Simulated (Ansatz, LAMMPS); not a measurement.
# An extra electron or hole in glassy 97GeO2-3Na2O (mol %) (93 atoms), part 2 of 4

Aim: add and remove one electron in glassy 97GeO2-3Na2O (mol %) (93 atoms), with atoms held and relaxed, and read trapping energy and localisation.

Ansatz 0.2.0; Kohn-Sham DFT, PBE, PAW (set soft_2), plane waves.

The cell: 30 Ge, 2 Na and 61 O. The quench rate of 60 K/ps is orders of magnitude faster than experiment. The network of bonds at the start is that of the classical potential that made the cell. Sampling is at Γ alone, for a cell whose shortest periodic width is 11 Å.

So far. Step 2 (Single point at the start): The r.m.s. force at the start is 1.1 eV/Å. Step 3 (Relaxation): The relaxation converged after 25 steps, 12.2 eV below its start, with a largest force component of 0.018 eV/Å.

### Step 4. Single point at the relaxed geometry

The electronic structure is read at the final geometry, in a run of its own.

input.yaml

```yaml
crystal:
  lattice:
    - [11.32922, 0.0, 0.0]
    - [0.0, 11.32922, 0.0]
    - [0.0, 0.0, 11.32922]
  atoms:
    - { symbol: Ge, position: [0.73668, 0.08448, 0.42961] }
    - { symbol: Ge, position: [0.02376, 0.48025, 0.17772] }
    - { symbol: Ge, position: [0.92719, 0.4483, 0.53715] }
    - { symbol: Ge, position: [0.02577, 0.13047, 0.11132] }
    - { symbol: Ge, position: [0.21911, 0.94827, 0.73859] }
    - { symbol: Ge, position: [0.15899, 0.62914, 0.50033] }
    [... 81 atom lines left out ...]
    - { symbol: O, position: [0.58188, 0.53533, 0.00707] }
    - { symbol: O, position: [0.49291, 0.72954, 0.05066] }
    - { symbol: O, position: [0.70536, 0.64115, 0.71012] }
    - { symbol: O, position: [0.97607, 0.58077, 0.2887] }
    - { symbol: O, position: [0.6571, 0.1058, 0.56583] }
    - { symbol: O, position: [0.9094, 0.37319, 0.1628] }
kpoints:
  mp_grid: { grid: [1, 1, 1] }
hamiltonian:
  xc: pbe
scf:
  occupations: { method: fermi_dirac, width: 0.025 }
output:
  forces: true
  stress: true
  populations: intrinsic
  dos:
    method: { smearing: { sigma: 0.15 } }
    de: 0.1
    projected: { site_lists: { Ge: [Ge], Na: [Na], O: [O] } }
  eigenvalues: true
  write_density: true
  write_potential: true
  volumetric_format: npy
```

The run is started by

```
> ansatz run input.yaml --threads 4 --pin off --max-ram 8192MiB --backend cpu --events-out ev --progress --plain --runs-dir out
```

Output:

```text
[...]
Crystal: 93 atoms, lattice volume = 1454.119 Å³
Basis set: ecut = 420 eV, 28425 PW (Γ), exchange–correlation on 160×160×160 points (8 copies of the dense FFT grid, shifted against one another)
Bands: 495, of which v1, the nominal top of the filled ones, is band 402 counted from 1 (401 counted from 0)
Symmetry: 1 space group operations
[...]
k-points: 1
[...]
SCF iter   1: F=—  HF=-166425.574931 eV  |F-HF|=—  |Δ(HF+E_count)|=         —  Δρ=2.46e-3  dr2=1.02e-1  ethr=1.77e-3  ⟨swp⟩=6.0  Hψ=1932  notcnv=0  defer=45
[...]
SCF iter   9: F=-166425.570663 eV  HF=-166425.570663 eV  |F-HF|=3.71e-8  |Δ(HF+E_count)|=   1.93e-7  Δρ=2.34e-6  dr2=7.36e-8  ethr=1.24e-11  ⟨swp⟩=16.0  Hψ=3718  notcnv=0
SCF 1 converged in 9 iterations: F = -166425.570663 eV  dr2 = 7.36e-8
[...]
WARN: The input density's exchange-correlation potential varies sharply where the density is thin. Do not read a vacuum level from v_tot or v_xc, or from such a field of the output density. On a cell that repeats whose density bears no net charge and no dipole along the vacuum's axis use v_es (v_loc + v_h of the components); [...]
SCF converged after 9 iterations
Free energy (F): -166425.570663 eV
[...]
Internal energy: -166425.570663 eV  (E = F + TS)
E sigma→0 (E₀):  -166425.570663 eV
Fermi energy:    4.282920 eV
[...]
--- Forces (eV/Å), atoms counted from 1 ---
  atom   1  Ge    -0.00081309     0.00056482    -0.00384941
  atom   2  Ge     0.00518861    -0.00004452     0.00186092
  atom   3  Ge    -0.00003933    -0.00187020    -0.00286813
  atom   4  Ge    -0.00168246     0.00308230     0.00423538
  atom   5  Ge    -0.00242584     0.00019131    -0.01177154
  atom   6  Ge     0.00152079     0.00771736     0.00787129
  atom   7  Ge     0.00225148     0.00142052     0.00821132
  atom   8  Ge     0.00246284     0.00152858     0.00062052
  atom   9  Ge     0.00790363    -0.01034270     0.00835986
  atom  10  Ge    -0.00064280    -0.00327139     0.00593089
  atom  11  Ge     0.00167743     0.00706936    -0.01128979
  atom  12  Ge    -0.00325455     0.00391089    -0.00550029
  atom  13  Ge    -0.01291683    -0.00620359     0.01023598
  atom  14  Ge    -0.00299659     0.00093040    -0.00214343
[...]
atom  92  O      0.00078876     0.00095293    -0.00020620
  atom  93  O     -0.01077647    -0.00266448    -0.00294504
  max |Σ_I F_I| component: 7.65e-5 eV/Å
--- Stress (GPa, compression-positive) ---
       -1.772740      -1.279329       0.428673
       -1.279330      -0.146256      -0.803182
        0.428673      -0.803182      -5.086010
  P = ⅓ Tr σ = -2.3350 GPa (-23.350 kbar)
--- Band table (eV) ---
[...]
--- intrinsic populations: 93 sites ---
  site symbol       q [e]
     0     Ge     12.4451
     1     Ge     12.4372
     2     Ge     12.4308
[...]
92      O      6.7761
  spilling = -0.000000 (of n_electrons = 804.000000)
```

Elapsed: 30 s, on 4 threads of Intel Xeon Platinum 8488C (Sapphire Rapids), shared host; peak memory 2.2 GiB; 1.7 min of CPU time.

The program notes that the exchange-correlation potential is rough where the density is thin.

Read from the output:

```
free energy                                      : -166425.5707 eV
free energy per atom                             : -1789.5223 eV/atom
SCF cycles                                       : 9
pressure                                         : -2.335 GPa
r.m.s. force component                           : 0.00526 eV/Å
longest force                                    : 0.02091 eV/Å
Fermi energy                                     : 4.283 eV
gap (highest filled to lowest empty level) : 1.457 eV
```

Intrinsic-atomic-orbital charges by element and coordination:

```
element  coordination  atoms  mean charge (e)  spread   least    most
     Ge           all     30             1.56  0.0255    1.47    1.59
     Ge             4     29             1.56  0.0257    1.47    1.59
     Ge             5      1             1.54       0    1.54    1.54
     Na           all      2            0.816  9.0e-4   0.815   0.817
     Na             4      1            0.817       0   0.817   0.817
     Na             5      1            0.815       0   0.815   0.815
      O           all     61           -0.792  0.0245  -0.920  -0.750
      O             2     53           -0.787   0.022  -0.920  -0.750
      O             3      8           -0.825  0.0116  -0.851  -0.812
```

States in the cell by windows of 1 eV, zero at the Fermi level; the larger projections on atomic orbitals stand beside the total:

```
from (eV)  to (eV)  total    O p  Ge p  Ge s
      -10       -9   13.9    7.8   0.7   4.4
       -9       -8   18.0   10.5   1.5   4.4
       -8       -7   12.6    7.9   1.6   2.2
       -7       -6   34.0   24.8   8.1   0.3
       -6       -5   29.8   22.4   6.3   0.2
       -5       -4   37.0   29.2   4.4   0.6
       -4       -3   68.3   60.6   4.1   0.5
       -3       -2  107.9  103.4   1.9   0.3
       -2       -1   28.2   27.5   0.3   0.0
       -1        0    3.9    3.6   0.1   0.0
        0        1    2.0    0.5   0.1   0.9
        1        2    1.8    0.5   0.2   0.8
        2        3   13.7    3.8   1.7   5.9
        3        4   17.5    4.9   2.8   7.0
        4        5   13.3    3.7   3.2   4.5
```

Between -26 and -10 eV lie 447 more states.

The levels nearest the highest filled one (over half full), pooled over k-points and spins:

```
level less the highest filled one (eV)  occupation
                                 -1.06           2
                                 -1.01           2
                                -0.920           2
                                -0.798           2
                                -0.141           2
                                     0           2
                                  1.46           0
                                  2.60           0
                                  2.90           0
                                  2.99           0
                                  3.17           0
                                  3.31           0
```

Electrostatic potential energy in the ac plane at fractional y = 0.430, with atoms of Ge and Na and O within 0.2 Å of it. With pseudopotentials it is smooth inside the atoms' cores, unlike the true potential.

Ten even steps from '_' (-36 eV) to '@' (10 eV), each cell a mean:
```
@@@@@@@@@@@@@@@@@@@@@@##==++%%@@@@@@@@@@@@@@@@@@@@@@@@@@@@@@@@@@
@@@@@@@@@@@@@@@@@@@@%%::____++@@@@@@@@@@@@@@@@@@@@@@@@@@@@@@@@@@
%%##**##%%@@@@@@@@@@@@==__..**@@@@@@@@@@%%%%####%%@@@@@@@@@@@@@@
%%--__..**@@@@@@@@@@@@%%####%%@@@@@@@@%%##--..::**%%@@@@@@@@@@@@
%%==..::##@@@@@@@@@@%%##****##%%@@@@@@%%##..____==%%@@@@@@@@@@@@
@@%%%%%%@@@@@@@@@@@@%%**++++##%%@@@@@@%%%%**--==##%%@@@@@@@@@@@@
@@@@@@@@@@@@@@@@@@@@%%######%%%%@@@@@@@@@@%%%%%%@@@@@@##**##@@@@
@@@@@@@@@@@@@@@@@@@@++::--##@@@@@@@@@@@@@@@@@@@@@@@@%%--..--%%@@
@@@@@@@@@@@@@@@@@@%%::____==%%%%@@@@@@@@@@@@@@@@@@@@@@**--++##%%
##%%@@@@@@@@@@@@@@@@++::::++****##%%@@@@@@@@@@@@@@@@%%##==----++
**%%@@@@@@@@@@@@@@@@@@%%**--....--##%%@@@@@@@@@@@@@@%%++..____..
**%%@@@@@@@@@@@@@@@@@@%%==..____..++%%@@@@@@@@@@@@@@%%++::____::
%%@@@@@@@@@@@@@@@@@@@@%%**::__..--**%%@@@@@@@@@@@@@@@@%%++====++
@@@@@@@@@@@@@@@@@@@@@@%%**++++++##%%@@@@@@@@@@@@@@@@@@@@%%%%%%%%
@@@@@@@@@@@@@@@@@@@@%%--____++%%@@@@@@@@@@@@@@@@@@@@@@@@@@@@@@@@
@@@@@@@@@@@@@@@@%%%%##::____++@@@@@@@@@@@@@@@@@@@@@@@@@@@@@@@@@@
@@@@@@@@@@%%%%%%********++**@@@@@@@@@@**--==##@@@@@@@@@@@@@@@@@@
####%%##::..--**++==++##%%@@@@@@@@@@@@::____--%%%%%%@@@@@@@@@@%%
----++++____..**##**##%%@@@@@@@@@@@@@@**::::++++++++##%%@@%%##++
....--**++==**%%%%%%%%@@@@@@@@@@@@@@@@@@%%##==..__..==##**++++==
----++##@@@@@@@@@@@@@@@@@@@@@@@@@@@@@@@@@@##--______--####****++
####%%%%@@@@@@@@@@@@@@@@@@@@@@@@@@@@@@@@@@%%++::::--++%%@@@@%%%%
@@@@@@@@@@@@@@@@@@@@@@@@@@@@@@@@@@@@@@@@@@@@%%##**##%%@@@@@@@@@@
@@@@@@@@@@@@@@@@@@@@@@@@@@@@@@@@@@@@@@@@@@@@@@@@@@@@@@@@@@@@@@@@
```
Columns run along a (11.3 Å; values clipped at the 3rd and 97th percentile), rows up along c (11.3 Å). Atoms in or near the plane, at fractional coordinates: Ge at (0.46, 0.51), Ge at (0.76, 0.15), Na at (0.70, 0.81), O at (0.64, 0.26), O at (0.39, 0.92), O at (0.16, 0.23), O at (0.39, 0.36), O at (0.36, 0.64).

Valence density in the ac plane at fractional y = 0.430, with atoms of Ge and Na and O within 0.2 Å of it. It is the smooth field of the valence electrons, not physical close to the nuclei.

Ten steps, logarithmic in the rise over the least value, from '0' (0 e/Å³) to '9' (27 e/Å³), each cell a mean:
```
00000000001344210000000000000000
01110000002566410000000000000000
12332000002455310000001100000000
24653100001232100000157630000001
24553100000121100000268740000001
12221000000111100000035410011100
00000000001221100000000000134310
00000000013543100000000001245421
00000000025664200000000000234321
11110000014553211000000000123442
21210000001224653100000000015884
11110000000126995210000000114874
10000000000124763110000000012332
00000000001233321000000000001111
00000000002566410000000000000000
00000000012566410001110000000000
00012221112333200013543100000000
11135643221110000025664210000000
33236653111000000014553221111222
44324432100000000001223675223333
33211110000000000000013797323332
11000000000000000000001454111111
00000000000000000000000111000000
00000000000011000000000000000000
```
Columns run along a (11.3 Å), rows up along c (11.3 Å). Atoms in or near the plane, at fractional coordinates: Ge at (0.46, 0.51), Ge at (0.76, 0.15), Na at (0.70, 0.81), O at (0.64, 0.26), O at (0.39, 0.92), O at (0.16, 0.23), O at (0.39, 0.36), O at (0.36, 0.64).

Filled and empty levels are parted by 1.46 eV (at Γ alone); a semilocal functional tends to put such gaps too low. In a disordered cell it changes from sample to sample, and tail or defect levels can set it. Mean intrinsic-atomic-orbital charges: Ge +1.56, Na +0.82, O -0.79 e. The largest share in the top eV of filled states is O p (97 % of the projected weight), and in the lowest eV of empty states Ge s (48 % of the projected weight).

### Step 5. An extra electron, atoms held

The electron count changes by one with the atoms held: a vertical process, on a uniform background, with spin and a narrow Fermi–Dirac smearing. Its energy against the neutral cell hangs on the program's zero of potential.

input.yaml

```yaml
crystal:
  lattice:
    - [11.32922, 0.0, 0.0]
    - [0.0, 11.32922, 0.0]
    - [0.0, 0.0, 11.32922]
  atoms:
    [... the 93 atom lines of step 4 ...]
total_charge: -1
kpoints:
  mp_grid: { grid: [1, 1, 1] }
hamiltonian:
  xc: pbe
scf:
  occupations: { method: fermi_dirac, width: 0.01 }
  lower_state_search: "off"
output:
  forces: true
  stress: true
  populations: true
  dos:
    method: { smearing: { sigma: 0.08 } }
    de: 0.1
    projected: { site_lists: { Ge: [Ge], Na: [Na], O: [O] } }
  eigenvalues: true
  write_density: true
  write_potential: true
  volumetric_format: npy
magnetization:
  spin_polarized: true
  initial_magnetization: 1
```

Output:

```text
[...]
Crystal: 93 atoms, lattice volume = 1454.119 Å³
Basis set: ecut = 420 eV, 28425 PW (Γ), exchange–correlation on 160×160×160 points (8 copies of the dense FFT grid, shifted against one another)
Bands: 496, of which v1, the nominal top of the filled ones, is band 403 counted from 1 (402 counted from 0)
Symmetry: 1 space group operations
[...]
k-points: 1
[...]
Starting moments: Σ|m| = 1 μB on 93 of 93 sites
[...]
SCF iter   1: F=—  HF=-166442.176163 eV  |F-HF|=—  |Δ(HF+E_count)|=         —  Δρ=4.34e-2 (↑4.19e-2 ↓4.34e-2)  dr2=7.49e1  dr2_m=1.64e-2  M=1.000 μB ∫|m|=1.045 μB  β_m=1.00  ethr=3.10e-3  ⟨swp⟩=6.0  Hψ=3442  notcnv=0  defer=36
[...]
spin=Collinear: Resta preconditioning applied to the charge; magnetization (m = ρ↑ − ρ↓) channel mixes plain (no charge-response kernel on spin).
SCF iter   2: F=—  HF=-166426.508899 eV  |F-HF|=—  |Δ(HF+E_count)|=         —  Δρ=2.60e-2 (↑2.60e-2 ↓2.60e-2)  dr2=2.37e1  dr2_m=1.03e-3  M=0.673 μB ∫|m|=0.753 μB  β_m=0.30  ethr=3.10e-3  ⟨swp⟩=2.0  Hψ=1954  notcnv=0  defer=176
[...]
SCF iter   9: F=—  HF=-166420.552519 eV  |F-HF|=—  |Δ(HF+E_count)|=   7.21e-4  Δρ=1.11e-4 (↑1.11e-4 ↓7.92e-5)  dr2=1.22e-4  dr2_m=5.96e-5  M=0.553 μB ∫|m|=0.618 μB  β_m=0.30  ethr=7.78e-8  ⟨swp⟩=2.0  Hψ=1626  notcnv=0  defer=172
[...]
spin-set hold released at iteration 9 (site moments contracting): the magnetisation degrees of freedom join the quasi-Newton model from the next iteration; the mixer history was flushed
SCF iter  10: F=—  HF=-166420.552608 eV  |F-HF|=—  |Δ(HF+E_count)|=   8.87e-5  Δρ=8.52e-5 (↑8.52e-5 ↓6.21e-5)  dr2=6.92e-5  dr2_m=3.94e-5  M=0.546 μB ∫|m|=0.611 μB  β_m=0.60  ethr=1.51e-8  ⟨swp⟩=2.0  Hψ=1626  notcnv=0  defer=172
SCF iter  11: F=—  HF=-166420.550726 eV  |F-HF|=—  |Δ(HF+E_count)|=   1.88e-3  Δρ=2.88e-5 (↑2.78e-5 ↓2.88e-5)  dr2=7.85e-6  dr2_m=9.33e-6  M=0.524 μB ∫|m|=0.586 μB  β_m=0.70  ethr=8.60e-9  ⟨swp⟩=2.0  Hψ=1712  notcnv=0  defer=172
[...]
SCF iter  18: F=-166420.550764 eV  HF=-166420.550764 eV  |F-HF|=3.48e-8  |Δ(HF+E_count)|=   3.80e-8  Δρ=9.73e-7 (↑9.73e-7 ↓8.40e-7)  dr2=3.91e-8  dr2_m=1.00e-9  M=0.413 μB ∫|m|=0.459 μB  β_m=0.65  ethr=1.05e-11  ⟨swp⟩=5.5  Hψ=5563  notcnv=0
SCF iter  19: F=-166420.550764 eV  HF=-166420.550764 eV  |F-HF|=1.05e-9  |Δ(HF+E_count)|=   7.25e-9  Δρ=2.64e-7 (↑2.64e-7 ↓2.02e-7)  dr2=2.27e-9  dr2_m=3.07e-10  M=0.411 μB ∫|m|=0.458 μB  ethr=4.86e-12  ⟨swp⟩=7.0  Hψ=5367  notcnv=0
SCF 1 converged in 19 iterations: F = -166420.550764 eV  dr2 = 2.27e-9
[...]
SCF converged after 19 iterations
Magnetization: 0.4115 μB (402.7057 up, 402.2943 down)
Absolute magnetization: 0.4397 μB (∫|ρ↑−ρ↓|, with the PAW one-centre terms)
[...]
Per-site moments (μB) at R_I (Å): [(0.00175013, 0.721199), (0.00107927, 0.728639), (0.00121731, 0.727583), (0.00143973, 0.724076), (0.00157598, 0.728563), [...]
Free energy (F): -166420.550764 eV
[...]
Internal energy: -166420.538646 eV  (E = F + TS)
E sigma→0 (E₀):  -166420.544705 eV
Entropy (-TS):   -0.012118 eV (-0.130 meV/atom)
Fermi energy:    5.053837 eV
[...]
Σ components = -166420.550764   (vs F -166420.550764, Δ=0.00e0)
--- Forces (eV/Å), atoms counted from 1 ---
  atom   1  Ge    -0.02249351    -0.00196180     0.10017582
  atom   2  Ge     0.08033215    -0.10888143     0.05317693
  atom   3  Ge    -0.00178795     0.01574784    -0.08947331
  atom   4  Ge     0.04373585     0.10344221     0.00368224
[...]
atom  93  O     -0.02189962    -0.03398115    -0.02177097
  max |Σ_I F_I| component: 8.66e-6 eV/Å
--- Stress (GPa, compression-positive) ---
       -1.173514      -1.198699       0.394422
       -1.198699       0.366966      -0.767814
        0.394422      -0.767814      -4.233043
  P = ⅓ Tr σ = -1.6799 GPa (-16.799 kbar)
--- Band table (eV) ---
[...]
--- Löwdin populations: 93 sites ---
  site symbol       q [e]    m [muB]
     0     Ge     12.4476     0.0077
     1     Ge     12.4351     0.0054
     2     Ge     12.4292     0.0055
[...]
92      O      6.7210     0.0020
  spilling = 0.005120 (of n_electrons = 805.000000)
```

Elapsed: 93 s, on 4 threads; peak memory 3.7 GiB.

An extra electron, atoms held: the energy stands 5.02 eV above that of the reference, with a moment of 0.41 μB. An odd electron should give 1 μB; this run ended with the carrier shared between both spins.

The levels nearest the highest filled one (over half full), pooled over k-points and spins:

```
level less the highest filled one (eV)  occupation
                                 -1.70           1
                                 -1.56           1
                                 -1.56           1
                                     0       0.706
                                0.0175       0.294
                                  1.17           0
                                  1.19           0
                                  1.43           0
```

Spin density in the ac plane at fractional y = 0.430, with atoms of Ge and Na and O within 0.2 Å of it.

Ten even steps from '_' (-0.41 × 1e-2 e/Å³) to '@' (1.61 × 1e-2 e/Å³), each cell a mean:
```
::::::::::::::::::::::::::::::::::::::::::::::::::::::::::::::::
::::::::::::::::::::::::==++::::::::::::::::::::::::::::::::::::
::::::::::::::::::::::--@@%%--::::::::::::::::::::::::::::::::::
::::--::::::::::::::::::::::::::::::::::::::::::::::::::::::::::
::::::::::::::::::::::::::::::::::::::::::::::::::::::::::::::::
::::::::::::::::::::::------::::::::::::::::::::::::::::::::::::
::::::::::::::::::::::::::::::::::::::::::::::::::::::::::::::::
::::::::::::::::::::....--::::::::::::::::::::::::::::::::::::::
::::::::::::::::::::..--@@==::::::::::::::::::::::::::::::::::::
::::::::::::::::::::..::--::::::::::::::::::::::::::::::::::::::
::::::::::::::::::::::::::::::::::::::::::::::::::::::::::....::
::::::::::::::::::::::------____::::::::::::::::::::::::::::::::
::::::::::::::::::::::::----::::::::::::::::::::::::::::::::::::
::::::::::::::::::::::::::::::::::::::::::::::::::::::::::::::::
::::::::::::::::::::::--**--::::::::::::::::::::::::::::::::::::
::::::::::::::::::::::::--::::::::::::::::::::::::::::::::::::::
::::::::::::::::::::::::....::::::::::::::::::::::::::::::::::::
::::::::::--::::::------::::::::::::::..::::::::::::::::::::::::
::::::::::##==::::------::::::::::::::::::::::::::::::::::::::::
::::::::::--::::::::::::::::::::::::::::::::::::::::::::::::::::
::::::::::::::::::::::::::::::::::::::::::::::::..::::::::::::::
::::::::::::::::::::::::::::::::::::::::::::::::::::::::::::::::
::::::::::::::::::::::::::::::::::::::::::::::::::::::::::::::::
::::::::::::::::::::::::::::::::::::::::::::::::::::::::::::::::
```
Columns run along a (11.3 Å), rows up along c (11.3 Å). Atoms in or near the plane, at fractional coordinates: Ge at (0.46, 0.51), Ge at (0.76, 0.15), Na at (0.70, 0.81), O at (0.64, 0.26), O at (0.39, 0.92), O at (0.16, 0.23), O at (0.39, 0.36), O at (0.36, 0.64).

[end of part 2 of 4]

[Long decimals in the printed logs are rounded to 6 places.]

[Logs are printed without paths, hosts, clocks, repeated set-up lines and the standing remarks that a program may print on its own settings, such as how far it seeks lower states.]

[Hosts, paths, dates, database ids (printed as entryN), source tags and the programs' standing remarks are cut or masked in the printed files.]
